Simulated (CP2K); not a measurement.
Two runs for the B K edge of boric acid. Run A: CP2K XAS_TDP, all-electron GAPW, PBEh(45%), aug-cc-pVDZ, TDA, no relativity. Run B differs in one setting.

First lines with a strength over 0.0015. A:

| atom | energy (eV) | states | strength, one atom |
| --- | --- | --- | --- |
| B2 (bonded to 3 O) | 189.36 | 1 | 0.0905 |
|  | 191.82 | 1 | 0.0042 |
|  | 192.46 | 1 | 0.0021 |
|  | 193.47 | 1 | 0.0029 |
|  | 194.46 | 1 | 0.0077 |

B:

```csv
atom,energy (eV),states,"strength, one atom"
B2 (bonded to 3 O),197.29,1,0.0868
,199.74,1,0.0040
,200.39,1,0.0020
,201.39,1,0.0028
,202.38,1,0.0074
```

Question: Which was it: scalar relativity switched on, GW2X switched on, the functional, the basis?

GW2X switched on. GW2X shifts an atom's lines together and keeps their spacings. Against PBEh(45%) in aug-cc-pVDZ, the leading line moves by +7.93 eV, to 197.29 eV.

[Banner, clock and machine lines of the logs are left out without a mark of their own.]

[Logs are printed without paths, hosts, clocks, repeated set-up lines and the standing remarks that a program may print on its own settings, such as how far it seeks lower states.]

[Hosts, paths, dates, database ids (printed as entryN), source tags and the programs' standing remarks are cut or masked in the printed files.]
